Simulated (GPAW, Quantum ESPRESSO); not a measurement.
# Near-edge structure at the Cl K edge of LiCl (Fm-3m)

What does one-electron theory with a core hole give for the Cl K edge of LiCl (Fm-3m)?

Calculated with GPAW 26.7.0; X-ray absorption from dipole matrix elements to empty bands, plane-wave PAW LDA.

An experiment to compare with: “Metal-Induced Gap States at Well Defined Alkali-Halide/Metal Interfaces” (2003, arxiv:cond-mat/0304006). Chlorine K-edge X-ray absorption was measured on epitaxial LiCl films of controlled thickness on Cu(001) and Ag(001) to find electronic states specific to the insulator/metal interface. Photoemission and Auger spectra were used to rule out interfacial chemical bonding, and the thickness dependence of the pre-peak gave the decay length of the gap states. It reports Cl K-edge features by Cl K-edge NEXAFS on bulk LiCl reference; the values are set beside the results at the end.

The database entry behind the starting cell differs from later determinations by our own check (0.1 to 0.3 % short, probably kX units), so it need not match the best structure at ambient conditions.

### 1. Set-up

It takes space group Fm-3m (No. 225, cubic). Conventional cell: a = 5.130 Å, b = 5.130 Å, c = 5.130 Å, α = 90.00°, β = 90.00°, γ = 90.00°. Nearest to Cl lie 6 Li at 2.56 Å. Nearest to Li lie 6 Cl at 2.56 Å. Farther neighbours and most contacts between anions are not listed.

As a file:

```xyz
2
Lattice="0.0000 2.5648 2.5648 2.5648 0.0000 2.5648 2.5648 2.5648 0.0000" Properties=species:S:1:pos:R:3 pbc="T T T"
Cl    2.5648    2.5648    2.5648
Li    0.0000    0.0000    0.0000
```

### 2. Ground state of the crystal

The ground state comes first: it tells whether the system has a gap, which decides how the excited electron is treated.

Contents of scf.py:

```python
import numpy as np
from ase import Atoms
from ase.parallel import parprint, paropen
from gpaw import GPAW, PW, FermiDirac, Mixer, MixerDif, setup_paths
from gpaw.test import gen
setup_paths.insert(0, '.')
gen('Cl', name='nch1s', xcname='LDA', corehole=(1, 0, 0), write_xml=True)
from gpaw.mpi import world
world.barrier()

atoms = Atoms('ClLi',
    cell=[[0, 2.56477, 2.56477],
     [2.56477, 0, 2.56477],
     [2.56477, 2.56477, 0]],
    scaled_positions=[[0.5, 0.5, 0.5],
     [0, 0, 0]],
    pbc=True)
atoms.calc = calc = GPAW(legacy_gpaw=True, mode=PW(500, force_complex_dtype=True), xc='LDA', setups={0: 'nch1s'},
    kpts={'size': (8, 8, 8), 'gamma': True}, occupations=FermiDirac(0.05),
    charge=0, mixer=Mixer(0.1, 5, 50), maxiter=150,
    convergence={'density': 0.0001, 'eigenstates': 1e-6}, txt='scf.txt')
energy = atoms.get_potential_energy() + calc.get_reference_energy()
ef = calc.get_fermi_level()
out = dict(energy=energy, fermi=ef, forces=atoms.get_forces().tolist())
parprint(f'all-electron energy {energy:.4f} eV, Fermi level {ef:.4f} eV')
ev = np.array([[calc.get_eigenvalues(k, s) for k in range(len(calc.get_ibz_k_points()))] for s in range(calc.get_number_of_spins())])
out['homo'], out['lumo'], out['counts'] = ev[ev < ef].max(), ev[ev > ef].min(), sorted(set((ev < ef).sum((0, 2)).tolist()))
out['filled'] = (ev[:, 0] < ef).sum(1).tolist()
import json
with paropen('out.json', 'w') as f:
    json.dump(out, f)
```

On the command line:

```
> OMP_NUM_THREADS=1 mpirun -n 4 gpaw python scf.py
```

Numbers of over 12 decimals in the logs are rounded to 6 here.

Output:

```text
Input parameters:
  convergence: {density: 0.0001,
                eigenstates: 1e-06}
  kpts: {gamma: True,
         size: (8, 8, 8)}
  maxiter: 150
  mixer: {backend: pulay,
          beta: 0.1,
          method: separate,
          nmaxold: 5,
          weight: 50}
  mode: {ecut: 500.0,
         force_complex_dtype: True,
         name: pw}
  occupations: {fixmagmom: False,
                name: fermi-dirac,
                width: 0.05}
  setups: {0: nch1s}

Initialize ...

[... PAW data sets ...]

Reference energy: -12718.738433  # eV

Spin-paired calculation

[... convergence settings ...]
Symmetries present (total): 48
  [... symmetry matrices ...]

512 k-points: 8 x 8 x 8 Monkhorst-Pack grid + [1/16,1/16,1/16]
29 k-points in the irreducible part of the Brillouin zone
       k-points in crystal coordinates                weights
   0:     0.00000000    0.00000000    0.00000000          1/512
   1:     0.12500000    0.12500000    0.00000000          6/512
   2:     0.12500000    0.12500000    0.12500000          8/512
   3:     0.25000000    0.12500000    0.12500000         12/512
   4:     0.25000000    0.25000000    0.00000000          6/512
   5:     0.25000000    0.25000000    0.12500000         24/512
   6:     0.25000000    0.25000000    0.25000000          8/512
   7:     0.37500000    0.25000000   -0.37500000         24/512
   8:     0.37500000    0.25000000    0.12500000         24/512
   9:     0.37500000    0.25000000    0.25000000         24/512
          ...
  28:     0.50000000    0.50000000    0.50000000          4/512

Wave functions: Plane wave expansion
  Cutoff energy: 500.000 eV
  Number of coefficients (min, max): 846, 877
  Pulay-stress correction: 0.000000 eV/Ang^3 (de/decut=0.000000)
  Using FFTW library
  Wavefunction extrapolation:
    Improved wavefunction reuse through dual PAW basis

Occupation numbers: Fermi-Dirac:
  width: 0.0500  # eV

Eigensolver
   Davidson(niter=2)

Densities:
  Coarse grid: 20*20*20 grid
  Fine grid: 40*40*40 grid
  Total Charge: 0.000000

Density mixing:
  Method: separate
  Backend: pulay
  Linear mixing parameter: 0.1
  old densities: 5
  Width of damping distribution: 1.1
  Damping of long wavelength oscillations: 50

[... Hamiltonian set-up ...]
Number of atoms: 2
Number of atomic orbitals: 8
Number of bands in calculation: 8
Number of valence electrons: 8
Bands to converge: occupied

... initialized

Initializing position-dependent things.

Density initialized from atomic densities
Creating initial wave functions:
  8 bands from LCAO basis set

               Cl

       Li

Atomic positions and initial magnetic moments

Positions:
   0 Cl     2.564770    2.564770    2.564770    ( 0.0000,  0.0000,  0.0000)
   1 Li     0.000000    0.000000    0.000000    ( 0.0000,  0.0000,  0.0000)

Unit cell:
           periodic     x           y           z      points  spacing
  1. axis:    yes    0.000000    2.564770    2.564770    20     0.1481
  2. axis:    yes    2.564770    0.000000    2.564770    20     0.1481
  3. axis:    yes    2.564770    2.564770    0.000000    20     0.1481

  Lengths:   3.627133   3.627133   3.627133
  Angles:   60.000000  60.000000  60.000000

Effective grid spacing dv^(1/3) = 0.1616

iter:   1    -8.018275
iter:   2    -8.017330   -2.29  -1.32
iter:   3    -8.013849   -2.93  -1.37
iter:   4    -8.014457c  -4.03  -1.76
iter:   5    -8.014151c  -4.01  -2.13
iter:   6    -8.014137c  -5.75  -3.18
iter:   7    -8.014141c  -5.82  -3.42
iter:   8    -8.014138c  -6.30c -3.56
iter:   9    -8.014138c  -7.49c -4.47c

Converged after 9 iterations.

Dipole moment: (-0.000000, -0.000000, -0.000000) |e|*Ang

Energy contributions relative to reference atoms: (reference = -12718.738433)

Kinetic:         +6.799979
Potential:       -7.335872
External:        +0.000000
XC:              -7.487443
Entropy (-ST):   -0.000000
Local:           +0.009198
SIC:             +0.000000
--------------------------
Free energy:     -8.014138
Extrapolated:    -8.014138

Showing only first 2 kpts
 Kpt  Band  Eigenvalues  Occupancy
  0     2      0.53898    2.00000
  0     3      0.53898    2.00000
  0     4      6.52776    0.00000
  0     5     14.69734    0.00000

  1     2      0.35026    2.00000
  1     3      0.35026    2.00000
  1     4      7.25070    0.00000
  1     5     11.68907    0.00000

Fermi level: 3.33097

Gap: 5.989 eV
Transition (v -> c):
  (s=0, k=0, n=3, [0.00, 0.00, 0.00]) -> (s=0, k=0, n=4, [0.00, 0.00, 0.00])
No difference between direct/indirect transitions

Forces in eV/Ang:
  0 Cl    0.00000   -0.00000   -0.00000
  1 Li   -0.00000   -0.00000   -0.00000
Scalar-relativistic atomic LDA calculation for Cl (Chlorine, Z=17)
Core hole in 1s state (1s occupation: 2.0)
450 radial gridpoints.
|------------------------------------------------|
|------------------------------------------------|
[... the atom generator's iteration count ...]

Energy contributions:
-------------------------
Kinetic:     +461.711596
XC:           -26.712365
Potential:   -895.068763
-------------------------
Total:       -460.069532

state      eigenvalue         ekin         rmax
-----------------------------------------------
1s^2.0 :  -100.742161   137.761138        0.060
2s^2.0 :    -9.249220    21.499282        0.363
2p^6.0 :    -7.042117    20.643037        0.301
3s^2.0 :    -0.760282     3.449200        1.278
3p^5.0 :    -0.319739     2.486826        1.424
-----------------------------------------------
(units: Bohr and Hartree)

Generating PAW setup
Kinetic energy of the core from tauc = 443.785911
Cutoffs:
rc(s)=1.500
rc(p)=1.500
rc(d)=1.500
rc(vbar)=1.350
rc(comp)=1.500
rc(nct)=1.500

Kinetic energy of the core states: 442.379064
Charge: 0.0
Core electrons: 10.0
Valence electrons: 7.0
Pseudo-core charge: 0.174518
Shape function alpha=4.444
Pseudo-electron charge 7.502891
state    eigenvalue         norm
--------------------------------
3s(2) :    -0.760282     1.143215
*s    :     0.239718
3p(5) :    -0.319739     1.008389
*p    :     0.680261
*d    :     0.000000
--------------------------------

Diagonalizing with gridspacing h=0.050

state   all-electron     PAW
-------------------------------
3s:      -0.760282    -0.760987
3p:      -0.319739    -0.320416
*d:                    0.046341
*f:                    0.076040
-------------------------------
all-electron energy -12726.7526 eV, Fermi level 3.3310 eV
```

Elapsed: 2.5 s, on 4 MPI ranks of Arm Neoverse V2, shared host; peak memory 0.16 GiB; 9.8 s of CPU time.

The mesh shows a gap of 5.99 eV, so the hole is first treated in a charged cell, without the excited electron.

### 3. Spectrum without a core hole, Cl atom 1

Without a hole the spectrum is the empty density of states of the right symmetry on the absorber, weighted by matrix elements. It needs only the small cell and serves as the baseline. The data set with a hole of occupation 0 only carries the core orbital.

The absorber has 6 Li at 2.56 Å (octahedral, site symmetry m-3m).

Contents of xas.py:

```python
import numpy as np
from ase import Atoms
from ase.parallel import parprint, paropen
from gpaw import GPAW, PW, FermiDirac, Mixer, MixerDif, setup_paths
from gpaw.test import gen
setup_paths.insert(0, '.')
gen('Cl', name='nch1s', xcname='LDA', corehole=(1, 0, 0), write_xml=True)
from gpaw.mpi import world
world.barrier()

atoms = Atoms('ClLi',
    cell=[[0, 2.56477, 2.56477],
     [2.56477, 0, 2.56477],
     [2.56477, 2.56477, 0]],
    scaled_positions=[[0.5, 0.5, 0.5],
     [0, 0, 0]],
    pbc=True)
atoms.calc = calc = GPAW(legacy_gpaw=True, mode=PW(500, force_complex_dtype=True), xc='LDA', setups={0: 'nch1s'},
    kpts={'size': (8, 8, 8), 'gamma': True}, occupations=FermiDirac(0.02),
    charge=0, mixer=Mixer(0.1, 5, 50), maxiter=150,
    convergence={'density': 0.0001, 'eigenstates': 1e-6}, txt='scf.txt')
energy = atoms.get_potential_energy() + calc.get_reference_energy()
ef = calc.get_fermi_level()
out = dict(energy=energy, fermi=ef, forces=atoms.get_forces().tolist())
parprint(f'all-electron energy {energy:.4f} eV, Fermi level {ef:.4f} eV')
ev = np.array([[calc.get_eigenvalues(k, s) for k in range(len(calc.get_ibz_k_points()))] for s in range(calc.get_number_of_spins())])
out['homo'], out['lumo'], out['counts'] = ev[ev < ef].max(), ev[ev > ef].min(), sorted(set((ev < ef).sum((0, 2)).tolist()))
out['filled'] = (ev[:, 0] < ef).sum(1).tolist()

from ase.units import Ha
from gpaw.xas import dipole_matrix_elements
nb = int(calc.get_number_of_electrons() / 2) + 23
top = nb
nscf = calc.fixed_density(kpts={'size': (8, 8, 8), 'gamma': True},
    convergence={'eigenstates': 1.0}, txt='nscf.txt')
nscf.diagonalize_full_hamiltonian(nbands=nb)
cell = atoms.cell.array
ops = [cell.T @ U.T @ np.linalg.inv(cell.T) for U in nscf.wfs.kd.symmetry.op_scc]
filled = [4]  # bands filled in the ground state, by spin
E = np.arange(-25, 34, 0.1)
fwhm = np.interp(E, [4, 25], [0.9, 3.5])
Y, X, zero, highest = 0, 0, 1e9, 1e9
for spin in range(nscf.get_number_of_spins()):
    wfs = nscf.wfs
    mine = wfs.bd.get_slice()  # this rank's bands
    A = dipole_matrix_elements(wfs.setups[0])
    eps = np.zeros((wfs.kd.nibzkpts, nb))
    d = np.zeros((3, A.shape[1], wfs.kd.nibzkpts, nb), complex)
    for kpt in wfs.kpt_u:
        if kpt.s == spin and 0 in kpt.P_ani:
            eps[kpt.k, mine] = kpt.eps_n * Ha
            d[:, :, kpt.k, mine] = (kpt.weight * wfs.nspins / 2) ** 0.5 * np.inner(A, kpt.P_ani[0])
    world.sum(eps)
    world.sum(d)
    T = np.einsum('amkn,bmkn->abkn', d, d.conj()).real
    T = sum(np.einsum('ai,ijkn,bj->abkn', R, T, R) for R in ops) / len(ops)
    empty = np.ones_like(eps, bool) & (np.arange(nb) >= filled[spin])
    zero, highest = min(zero, eps[empty].min()), min(highest, eps[:, top - 1].min())
    lines = [(eps, T, empty)] if spin == 0 else lines + [(eps, T, empty)]
for eps, T, empty in lines:
    f = np.einsum('aakn->akn', T).reshape(3, -1)
    x = eps.ravel() - zero
    w = np.interp(x, E, fwhm) / 2.35482
    g = np.exp(-0.5 * ((E[:, None] - x) / w) ** 2) / (w * (2 * np.pi) ** 0.5)
    Y = Y + (f * empty.ravel()) @ g.T
    X = X + (f * ~empty.ravel()) @ g.T
out.update(E=E.round(2).tolist(), xas=Y.tolist(), xes=X.tolist(), zero=zero, valid=highest - zero, nk=len(eps), nb=nb)
for i in range(0, len(E), 10):
    parprint(f'{E[i]:7.2f}', *(f'{v:10.3e}' for v in Y[:, i]))
import json
with paropen('out.json', 'w') as f:
    json.dump(out, f)
```

On the command line:

```
> OMP_NUM_THREADS=1 mpirun -n 4 gpaw python xas.py
```

Output:

```text
Input parameters:
  convergence: {density: 0.0001,
                eigenstates: 1e-06}
  kpts: {gamma: True,
         size: (8, 8, 8)}
  maxiter: 150
  mixer: {backend: pulay,
          beta: 0.1,
          method: separate,
          nmaxold: 5,
          weight: 50}
  mode: {ecut: 500.0,
         force_complex_dtype: True,
         name: pw}
  occupations: {fixmagmom: False,
                name: fermi-dirac,
[...]
*p    :     0.680261
*d    :     0.000000
--------------------------------

Diagonalizing with gridspacing h=0.050

state   all-electron     PAW
-------------------------------
3s:      -0.760282    -0.760987
3p:      -0.319739    -0.320416
*d:                    0.046341
*f:                    0.076040
-------------------------------
all-electron energy -12726.7526 eV, Fermi level 3.3310 eV
[...]
32.00  2.422e-06  2.422e-06  2.422e-06
  33.00  2.270e-06  2.270e-06  2.270e-06
[key lines of the parts left out:]
Converged after 9 iterations.
Dipole moment: (-0.000000, -0.000000, -0.000000) |e|*Ang
Free energy:     -8.014138
Fermi level: 3.33097
```

Run time: 12 s. Hardware: 4 MPI ranks; peak memory 0.25 GiB.

The Cl K spectrum, Cl atom 1, no core hole (energy from the lowest empty level; intensity scaled to a mean of 1 over the first 20 eV):

| E (eV) | intensity |
| --- | --- |
| -2.00 | 0.00 |
| -1.25 | 0.00 |
| -0.50 | 0.00 |
| 0.25 | 0.05 |
| 1.00 | 0.37 |
| 1.75 | 0.70 |
| 2.50 | 0.74 |
| 3.25 | 1.42 |
| 4.00 | 2.64 |
| 4.75 | 2.86 |
| 5.50 | 3.12 |
| 6.25 | 1.57 |
| 7.00 | 0.86 |
| 7.75 | 0.98 |
| 8.50 | 0.79 |
| 9.25 | 0.48 |
| 10.00 | 0.40 |
| 10.75 | 0.37 |
| 11.50 | 0.44 |
| 12.25 | 0.58 |
| 13.00 | 0.68 |
| 13.75 | 0.77 |
| 14.50 | 0.87 |
| 15.25 | 0.97 |
| 16.00 | 1.02 |
| 16.75 | 0.96 |
| 17.50 | 0.84 |
| 18.25 | 0.76 |
| 19.00 | 0.74 |
| 19.75 | 0.74 |
| 20.50 | 0.76 |
| 21.25 | 0.81 |
| 22.00 | 0.89 |
| 22.75 | 0.95 |
| 23.50 | 0.93 |
| 24.25 | 0.86 |
| 25.00 | 0.79 |
| 25.75 | 0.76 |
| 26.50 | 0.77 |
| 27.25 | 0.83 |
| 28.00 | 0.90 |
| 28.75 | 0.97 |
| 29.50 | 1.02 |

Main maxima below 24 eV (height): 2.1 eV (0.82), 4.1 eV (2.65), 5.2 eV (3.35), 7.8 eV (0.99), 16.0 eV (1.02) and 23.0 eV (0.95). A K edge sees empty p states on the absorber.

The same matrix elements for filled bands give the Cl K emission of Cl atom 1 (ground-state approximation; energy from the lowest empty level, largest value 1):

| E (eV) | emission |
| --- | --- |
| -24.00 | 0.00 |
| -23.25 | 0.00 |
| -22.50 | 0.00 |
| -21.75 | 0.00 |
| -21.00 | 0.00 |
| -20.25 | 0.00 |
| -19.50 | 0.00 |
| -18.75 | 0.00 |
| -18.00 | 0.00 |
| -17.25 | 0.00 |
| -16.50 | 0.00 |
| -15.75 | 0.00 |
| -15.00 | 0.00 |
| -14.25 | 0.00 |
| -13.50 | 0.00 |
| -12.75 | 0.00 |
| -12.00 | 0.00 |
| -11.25 | 0.00 |
| -10.50 | 0.00 |
| -9.75 | 0.01 |
| -9.00 | 0.20 |
| -8.25 | 0.49 |
| -7.50 | 0.57 |
| -6.75 | 0.98 |
| -6.00 | 0.52 |
| -5.25 | 0.03 |
| -4.50 | 0.00 |
| -3.75 | 0.00 |
| -3.00 | 0.00 |
| -2.25 | 0.00 |
| -1.50 | 0.00 |
| -0.75 | 0.00 |
| 0.00 | 0.00 |
| 0.75 | 0.00 |
| 1.50 | 0.00 |
| 2.25 | 0.00 |
| 3.00 | 0.00 |

Emission maxima: -6.6 eV (1.00).

### 4. Reference energy of the supercell

The photon energy needs a difference of total energies, so the cell and mesh of the coming hole run are first run without a hole.

scf.py, as its differences from that of step 2:

```diff
@@ -10,11 +10,25 @@
 
-atoms = Atoms('ClLi',
-    cell=[[0, 2.56477, 2.56477],
-     [2.56477, 0, 2.56477],
-     [2.56477, 2.56477, 0]],
-    scaled_positions=[[0.5, 0.5, 0.5],
-     [0, 0, 0]],
+atoms = Atoms('Cl8Li8',
+    cell=[[0, 5.12954, 5.12954],
+     [5.12954, 0, 5.12954],
+     [5.12954, 5.12954, 0]],
+    scaled_positions=[[0.25, 0.25, 0.25],
+     [0.25, 0.25, 0.75],
+     [0.25, 0.75, 0.25],
+     [0.75, 0.25, 0.25],
+     [0.25, 0.75, 0.75],
+     [0.75, 0.25, 0.75],
+     [0.75, 0.75, 0.25],
+     [0.75, 0.75, 0.75],
+     [0, 0, 0],
+     [0, 0, 0.5],
+     [0, 0.5, 0],
+     [0.5, 0, 0],
+     [0, 0.5, 0.5],
+     [0.5, 0, 0.5],
+     [0.5, 0.5, 0],
+     [0.5, 0.5, 0.5]],
     pbc=True)
 atoms.calc = calc = GPAW(legacy_gpaw=True, mode=PW(500, force_complex_dtype=True), xc='LDA', setups={0: 'nch1s'},
-    kpts={'size': (8, 8, 8), 'gamma': True}, occupations=FermiDirac(0.05),
+    kpts={'size': (3, 3, 3), 'gamma': True}, occupations=FermiDirac(0.02),
     charge=0, mixer=Mixer(0.1, 5, 50), maxiter=150,
```

On the command line:

```
> OMP_NUM_THREADS=1 mpirun -n 4 gpaw python scf.py
```

Output:

```text
Input parameters:
  convergence: {density: 0.0001,
                eigenstates: 1e-06}
  kpts: {gamma: True,
         size: (3, 3, 3)}
  maxiter: 150
  mixer: {backend: pulay,
          beta: 0.1,
          method: separate,
          nmaxold: 5,
          weight: 50}
  mode: {ecut: 500.0,
         force_complex_dtype: True,
         name: pw}
  occupations: {fixmagmom: False,
                name: fermi-dirac,
[...]
3s(2) :    -0.760282     1.143215
*s    :     0.239718
3p(5) :    -0.319739     1.008389
*p    :     0.680261
*d    :     0.000000
--------------------------------

Diagonalizing with gridspacing h=0.050

state   all-electron     PAW
-------------------------------
3s:      -0.760282    -0.760987
3p:      -0.319739    -0.320416
*d:                    0.046341
*f:                    0.076040
-------------------------------
all-electron energy -101814.0193 eV, Fermi level 3.3310 eV
[key lines of the parts left out:]
Converged after 9 iterations.
Dipole moment: (0.000000, 0.000000, 0.000000) |e|*Ang
Free energy:    -64.111904
Fermi level: 3.33101
```

Wall time 7.7 s (4 MPI ranks); peak memory 0.31 GiB.

Reference energy: -101814.019 eV with the cores included.

(Part 1 of 2 ends here.)

[Banner, clock and machine lines of the logs are left out without a mark of their own.]

[Logs are printed without paths, hosts, clocks, repeated set-up lines and the standing remarks that a program may print on its own settings, such as how far it seeks lower states.]

[Hosts, paths, dates, database ids (printed as entryN), source tags and the programs' standing remarks are cut or masked in the printed files.]

[Lists of maxima count a maximum above −3 eV only where it reaches 4 % of the highest in the window and stands out from its surroundings by 2 % of it (1.5 % where it reaches 55 %); shoulders and weaker maxima are passed over, and of the rest the first, up to two pre-edge ones and the few strongest are named.]
